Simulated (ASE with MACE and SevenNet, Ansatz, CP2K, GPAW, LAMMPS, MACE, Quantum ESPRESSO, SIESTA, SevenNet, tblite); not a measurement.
**Running 47In2O3-53ZnO (mol %) with crystalline order left by the classical run (65 atoms) with machine-learned potentials**

How do the settings of machine-learned potentials change the result for 47In2O3-53ZnO (mol %) with crystalline order left by the classical run (65 atoms)? A plane-wave run serves as the yardstick.

Program: ASE with MACE and SevenNet. Level of theory: the method is named at each step. Results are calculated unless marked as measured.

### Step 1. The structure

The cell holds 65 atoms: 18 In, 10 Zn and 37 O. Cell: a = 9.441 Å, b = 9.441 Å, c = 9.441 Å, α = 90.0°, β = 90.0°, γ = 90.0°. 65 atoms (18 Sc, 10 Zn, 37 O) placed at random at 4.13 g/cm³, melted at 5000 K for 10 ps at fixed volume with the Morse and Coulomb pair potential with partial charges (Pedone, Malavasi, Menziani, Cormack and Segre, J. Phys. Chem. B 110, 11780 (2006)). Quenched from 5000 K to 300 K at 1000 K/ps and fixed volume, held 10 ps at zero pressure, then minimised at fixed cell. Then Sc was replaced by In and the cell scaled by 1.027 (the potential has no terms for the new elements, so the cell is a start for a DFT relaxation).

The yardstick, on the same geometry:

- method: Kohn-Sham DFT, PBE, SSSP efficiency 1.3.0 pseudopotentials, plane waves (Quantum ESPRESSO 7.5); sssp-pbe-1.3.0-efficiency, cutoffs 60/480 Ry, Γ point
- r.m.s. force component: 0.2806 eV/Å
- longest force: 1.044 eV/Å
- pressure: 1.538 GPa
- time: 2.8 min on 4 MPI ranks of Arm Neoverse V2, shared host
- CPU time: 11 min

### Step 2. MACE MP-0b2 small potential

Method: machine-learned interatomic potential MACE MP-0b2 small, trained on PBE(+U) plane-wave data.

run.py reads:

```python
import numpy as np
from ase.io import read
import mlip  # loads the published weights by name

atoms = read("structure.xyz")
atoms.calc = mlip.calc("mace-mp-0b2-small")
energy = atoms.get_potential_energy()
forces = atoms.get_forces()
print(f"energy {energy:.6f} eV")
print("forces (eV/A)")
for i, (a, f) in enumerate(zip(atoms, forces)):
    print(f"{i:4d} {a.symbol:2s} {f[0]:10.5f} {f[1]:10.5f} {f[2]:10.5f}")
stress = -atoms.get_stress(voigt=False) * 160.21766
print("stress (GPa, compression positive)")
for row in stress:
    print(" ".join(f"{x:10.4f}" for x in row))
```

structure.xyz reads:

```xyz
65
Lattice="9.44060 0.00000 0.00000 0.00000 9.44060 0.00000 0.00000 0.00000 9.44060" Properties=species:S:1:pos:R:3 pbc="T T T"
In 0.56209 6.36315 7.68172
In 2.40367 1.62463 3.02977
In 3.34849 7.43768 7.29570
In 6.94809 7.82418 6.28385
In 7.14370 1.57309 6.25147
In 3.31913 0.81208 8.87086
In 0.24980 6.39667 1.52541
In 0.22006 3.04214 7.93407
In 7.45619 4.65280 3.29345
In 7.08272 1.50030 9.39170
In 7.08687 7.84891 2.97284
In 0.86589 8.20888 4.77845
In 1.38616 4.78468 4.88457
In 7.62744 1.49105 3.12182
In 3.89481 4.04511 8.15498
In 3.74556 5.25964 2.05182
In 4.44841 3.29647 4.77137
In 7.12756 4.77581 0.04059
Zn 7.11425 4.72757 6.46209
Zn 0.40963 0.00349 1.28977
Zn 6.39846 7.97655 9.13671
Zn 0.63007 3.38889 1.64616
Zn 4.52025 0.11187 4.72738
Zn 4.86210 6.33578 4.54697
Zn 3.60272 8.15479 1.50776
Zn 1.94439 1.36266 6.16056
Zn 4.99766 2.91016 1.67778
Zn 0.04126 9.31098 7.86685
O 1.82591 6.70972 5.84864
O 4.39535 8.28356 9.03041
O 2.68453 3.38559 1.77125
O 2.57294 5.69306 8.17952
O 5.00644 1.62426 6.03623
O 2.29671 6.67082 1.68080
O 9.27954 7.99477 2.97181
O 3.26126 5.24926 4.10997
O 2.43162 0.08043 4.51081
O 4.86484 7.84514 5.91708
O 5.02391 4.53621 6.41215
O 4.57444 1.65277 3.24700
O 4.99228 7.51585 2.82925
O 7.01786 6.32803 7.94455
O 9.02191 7.90244 6.41791
O 9.25075 1.40146 9.28889
O 9.32778 1.46528 6.46889
O 7.12652 0.04069 1.54580
O 5.39464 4.35372 3.12720
O 7.26643 3.02146 1.57205
O 7.37018 3.15543 7.93615
O 7.04042 0.00991 7.80417
O 2.15142 9.19439 7.47450
O 0.25801 1.64465 2.72909
O 2.36789 2.58229 7.93907
O 2.32324 2.85918 4.86880
O 9.38094 4.63647 0.06712
O 4.99719 1.92494 9.37055
[... 5 atom lines left out ...]
O 9.42719 4.65459 6.52374
O 5.00654 4.74815 0.36186
O 7.34309 2.98823 4.64799
O 7.03221 6.29225 4.68433
```

Started as:

```bash
> OMP_NUM_THREADS=1 python run.py > output.txt
```

What it wrote:

```text
energy -333.387873 eV
forces (eV/A)
   0 In   -0.32991   -0.33948    0.45495
   1 In    0.26931    0.32863   -0.19672
   2 In    0.42079   -0.28653    0.24084
   3 In    0.19272   -0.02064   -0.11258
   4 In   -0.30783    0.24086   -0.22250
   5 In    0.36289    0.46956    0.06640
   6 In    0.45123   -0.10400   -0.08685
   7 In    0.09577   -0.00575    0.18858
   8 In    0.03769   -0.19217    0.06765
   9 In   -0.04933   -0.05724    0.14920
  10 In   -0.45636    0.15309   -0.16569
  11 In   -0.03174   -0.04741   -0.24233
  12 In    0.17107   -0.19127   -0.18482
  13 In   -0.04408    0.05291    0.13790
  14 In    0.11081   -0.16434   -0.15133
  15 In   -0.73602    0.44263   -0.27741
  16 In    0.22986   -0.24616    0.28352
  17 In    0.00552    0.01337    0.09934
  18 Zn   -0.31038   -0.08139   -0.01835
  19 Zn   -0.03554    0.36458   -0.02250
  20 Zn   -0.41508    0.03235   -0.11102
  21 Zn    0.04618   -0.00131    0.02368
  22 Zn    0.33725    0.17426    0.07444
  23 Zn   -0.38086    0.14069    0.05545
[...]
57 O    -0.06956    0.26405   -0.08235
  58 O     0.22442   -0.14150   -0.05974
  59 O    -0.13515   -0.16329    0.13943
  60 O     0.04096    0.07742   -0.10943
  61 O    -0.58257    0.10653   -0.22860
  62 O    -0.02099    0.08127   -0.15929
  63 O     0.02047    0.17172    0.06805
  64 O    -0.27947   -0.16267    0.31495
stress (GPa, compression positive)
    1.2319    -0.2697    -0.5844
   -0.2697     3.2687     0.2813
   -0.5844     0.2813     2.9015
```

The job ended after 5.5 s (1 thread of Arm Neoverse V2, shared host; peak memory 0.67 GiB).

Banners, paths, timers and routine set-up lines are dropped from the logs unmarked, and long logs keep their key lines alone; longer cuts are marked.

Against the reference:

```
r.m.s. force component                  : 0.2562 eV/Å
r.m.s. difference of force components   : 69 meV/Å
longest difference of force vectors     : 231.5 meV/Å
force difference over r.m.s. force      : 24.59 %
slope of forces against the reference's : 0.8865
correlation of force components         : 0.971
pressure                                : 2.467 GPa
pressure difference                     : 0.9294 GPa
```

Length of the force difference by element (eV/Å):

| element | atoms | mean | most |
| --- | --- | --- | --- |
| In | 18 | 0.12 | 0.20 |
| O | 37 | 0.11 | 0.23 |
| Zn | 10 | 0.085 | 0.17 |

The surroundings of O37, picked at random, nearest first, numbered as they follow in the input and with coordinates relative to it.

| atom | x | y | z | distance (Å) | bonds | Fx | Fy | Fz (eV/Å) |
| --- | --- | --- | --- | --- | --- | --- | --- | --- |
| O37 | 0.00 | 0.00 | 0.00 | 0.00 | 4 | 0.18 | -0.10 | 0.42 |
| In12 | -1.57 | -1.31 | 0.27 | 2.06 | 4 | -0.03 | -0.05 | -0.24 |
| Zn23 | 2.09 | 0.03 | 0.22 | 2.10 | 4 | 0.34 | 0.17 | 0.07 |
| In2 | -0.03 | 1.54 | -1.48 | 2.14 | 6 | 0.27 | 0.33 | -0.20 |
| Zn26 | -0.49 | 1.28 | 1.65 | 2.15 | 5 | 0.07 | 0.25 | -0.31 |
| O54 | -0.11 | 2.78 | 0.36 | 2.80 | 4 | -0.37 | -0.28 | 0.43 |
| O40 | 2.14 | 1.57 | -1.26 | 2.94 | 4 | 0.10 | -0.28 | 0.07 |
| O51 | -0.28 | -0.33 | 2.96 | 2.99 | 4 | -0.25 | 0.21 | -0.31 |
| O29 | -0.61 | -2.81 | 1.34 | 3.17 | 4 | 0.13 | 0.00 | -0.19 |

Atoms are counted from 1 here, from 0 in the log.

Forces lie 25 % from the reference's, at 0.0084 times its CPU time (on 1 against 4 cores).

### Step 3. SevenNet l3i5 potential

Method: machine-learned interatomic potential SevenNet l3i5, trained on PBE(+U) plane-wave data.

run.py, as its differences from that of step 2:

```diff
@@ -5,3 +5,3 @@
 atoms = read("structure.xyz")
-atoms.calc = mlip.calc("mace-mp-0b2-small")
+atoms.calc = mlip.calc("7net-l3i5")
 energy = atoms.get_potential_energy()
```

structure.xyz is that of step 2.

What it wrote:

```text
energy -333.185455 eV
forces (eV/A)
   0 In   -0.37571   -0.34457    0.48841
   1 In    0.22883    0.30574   -0.19413
   2 In    0.42115   -0.37670    0.31213
   3 In    0.23207   -0.01513   -0.01626
   4 In   -0.43149    0.21033   -0.18045
   5 In    0.25770    0.43418    0.10142
   6 In    0.61968   -0.06089   -0.00814
   7 In    0.12405   -0.00112    0.16061
   8 In    0.05814   -0.18480    0.09957
   9 In   -0.01553   -0.09002    0.14789
  10 In   -0.42703    0.16635   -0.15237
  11 In   -0.09619   -0.02483   -0.39023
  12 In    0.10344   -0.19216   -0.18979
  13 In    0.02137    0.06798    0.09280
  14 In    0.10948   -0.16114   -0.23023
  15 In   -0.87278    0.47147   -0.25110
  16 In    0.39488   -0.26903    0.30881
  17 In   -0.02728   -0.00427    0.01106
  18 Zn   -0.30475   -0.06319   -0.02500
  19 Zn   -0.07599    0.29202    0.03129
  20 Zn   -0.43208   -0.03366   -0.11532
  21 Zn    0.13718   -0.06423   -0.02808
  22 Zn    0.35728    0.31358    0.13572
  23 Zn   -0.42626    0.01145    0.08465
[...]
57 O    -0.12468    0.31182   -0.14739
  58 O     0.06777   -0.13664   -0.01378
  59 O    -0.15458   -0.17830    0.06587
  60 O     0.05419    0.07600   -0.15914
  61 O    -0.60894    0.04743   -0.19089
  62 O     0.06044   -0.08315   -0.09021
  63 O     0.03321    0.20842    0.02389
  64 O    -0.34570   -0.14427    0.33201
stress (GPa, compression positive)
    0.1471    -0.4063    -0.6642
   -0.4063     3.0673     0.3028
   -0.6642     0.3028     2.3953
```

Wall time 7.8 s (1 thread); peak memory 1.3 GiB.

Compared with the plane-wave run:

```
r.m.s. force component                  : 0.2709 eV/Å
r.m.s. difference of force components   : 49.1 meV/Å
longest difference of force vectors     : 170.4 meV/Å
force difference over r.m.s. force      : 17.5 %
slope of forces against the reference's : 0.9506
correlation of force components         : 0.9848
pressure                                : 1.87 GPa
pressure difference                     : 0.3319 GPa
```

Against the first run (25 %), the force difference from the reference is 17 %, at 1.4 times the CPU time.

### Step 4. MACE MP-0b3 medium potential

Method: machine-learned interatomic potential MACE MP-0b3 medium, trained on PBE(+U) plane-wave data.

run.py, as its differences from that of step 3:

```diff
@@ -5,3 +5,3 @@
 atoms = read("structure.xyz")
-atoms.calc = mlip.calc("7net-l3i5")
+atoms.calc = mlip.calc("mace-mp-0b3-medium")
 energy = atoms.get_potential_energy()
```

structure.xyz is that of step 3.

What it wrote:

```text
energy -333.410213 eV
forces (eV/A)
   0 In   -0.42345   -0.28860    0.48135
   1 In    0.28340    0.35555   -0.24232
   2 In    0.44691   -0.29468    0.30498
   3 In    0.24409   -0.05651   -0.14104
   4 In   -0.38727    0.29005   -0.22480
   5 In    0.32698    0.42885    0.10722
   6 In    0.53758   -0.09112   -0.07129
   7 In    0.05239   -0.07100    0.21149
   8 In    0.03169   -0.21299    0.09023
   9 In    0.03230   -0.00598    0.14167
  10 In   -0.43351    0.13474   -0.12792
  11 In   -0.17552   -0.00173   -0.37511
  12 In    0.10542   -0.17854   -0.20177
  13 In   -0.03469    0.10268    0.12245
  14 In    0.21747   -0.19177   -0.17382
  15 In   -0.75131    0.52315   -0.15234
  16 In    0.39904   -0.19469    0.28631
  17 In    0.01697   -0.04449    0.00595
  18 Zn   -0.33830   -0.09311   -0.00060
  19 Zn    0.01240    0.29660   -0.04702
  20 Zn   -0.35955    0.04413   -0.15647
  21 Zn    0.14260   -0.03332   -0.09802
  22 Zn    0.37482    0.29004    0.15200
  23 Zn   -0.41049    0.01742    0.02248
[...]
57 O    -0.09395    0.31140   -0.12816
  58 O     0.15365   -0.17732   -0.04929
  59 O    -0.16987   -0.28399    0.13744
  60 O     0.08730    0.08562   -0.13245
  61 O    -0.62025    0.15016   -0.14771
  62 O     0.03727   -0.04587   -0.11750
  63 O     0.11198    0.23422    0.06891
  64 O    -0.34753   -0.12997    0.37434
stress (GPa, compression positive)
    0.6686    -0.2480    -0.6274
   -0.2480     2.8576     0.2940
   -0.6274     0.2940     2.2997
```

Wall time 6.4 s (1 thread); peak memory 0.96 GiB.

Against the reference:

* r.m.s. force component: 0.281 eV/Å
* r.m.s. difference of force components: 55.26 meV/Å
* longest difference of force vectors: 167.5 meV/Å
* force difference over r.m.s. force: 19.7 %
* slope of forces against the reference's: 0.9822
* correlation of force components: 0.9806
* pressure: 1.942 GPa
* pressure difference: 0.404 GPa

Against the first run (25 %), the force difference from the reference is 20 %, at 1.1 times the CPU time.

### Step 5. All runs compared

Differences are against the plane-wave reference, forces as r.m.s. over components; share is that over the reference's r.m.s. force, slope the least-squares factor from reference forces to these. Total energies of different programs have different zeros and aren't compared.

| run | Δ force, r.m.s. (meV/Å) | share (%) | slope | Δ pressure (GPa) | cores | CPU time | memory (GiB) |
| --- | --- | --- | --- | --- | --- | --- | --- |
| reference | - | - | - | - | 4 | 11 min | 2.6 |
| MACE MP-0b2 small potential | 69.0 | 24.6 | 0.886 | 0.929 | 1 | 5.5 s | 0.67 |
| SevenNet l3i5 potential | 49.1 | 17.5 | 0.951 | 0.332 | 1 | 7.8 s | 1.3 |
| MACE MP-0b3 medium potential | 55.3 | 19.7 | 0.982 | 0.404 | 1 | 6.4 s | 0.96 |

Times of the machine-learned potentials are mostly Python's start and the loading of weights.

CPU time is summed over cores on a shared host, where runs went side by side, so it is rough. Symmetry, cutoffs, thresholds, outputs and thread counts weren't matched or tuned between programs; memory under MPI is the largest rank's times the ranks.

### Step 6. Results

```json
{
 "nearest in forces": "SevenNet l3i5 potential, 17 %",
 "its CPU time": "7.8 s"
}
```

Machine-learned potentials differ by 17 % (SevenNet l3i5 potential) to 25 % (MACE MP-0b2 small potential); they were trained on other programs' data. The reference's pressure holds the uncorrected Pulay stress of its 60 Ry basis, so small pressure differences, and their order, may be the reference's own error. Machine-learned potentials mimic data converged in k, so the reference's own k-point error enters their differences. The quench rate of 1000 K/ps is many orders above laboratory rates, so the cell is likely richer in defects and strain than a real sample. The network of bonds at the start is that of the classical potential that made the cell, and needn't be the one that DFT or experiment would give. The reference's stress is far from hydrostatic: its diagonal is -0.9, 3.1, 2.4 GPa, compression counted positive. The reference's pressure of 1.5 GPa belongs to a cell and atoms that aren't relaxed at this level. The electronic-structure runs sample only Γ, in a cell whose shortest periodic width is 9 Å.

[Also dropped from logs without a mark: logging warnings of Python, and SIESTA's first energy breakdown and zero terms.]

[Logs are printed without paths, hosts, clocks, repeated set-up lines and the standing remarks that a program may print on its own settings, such as how far it seeks lower states.]

[Hosts, paths, dates, database ids (printed as entryN), source tags and the programs' standing remarks are cut or masked in the printed files.]
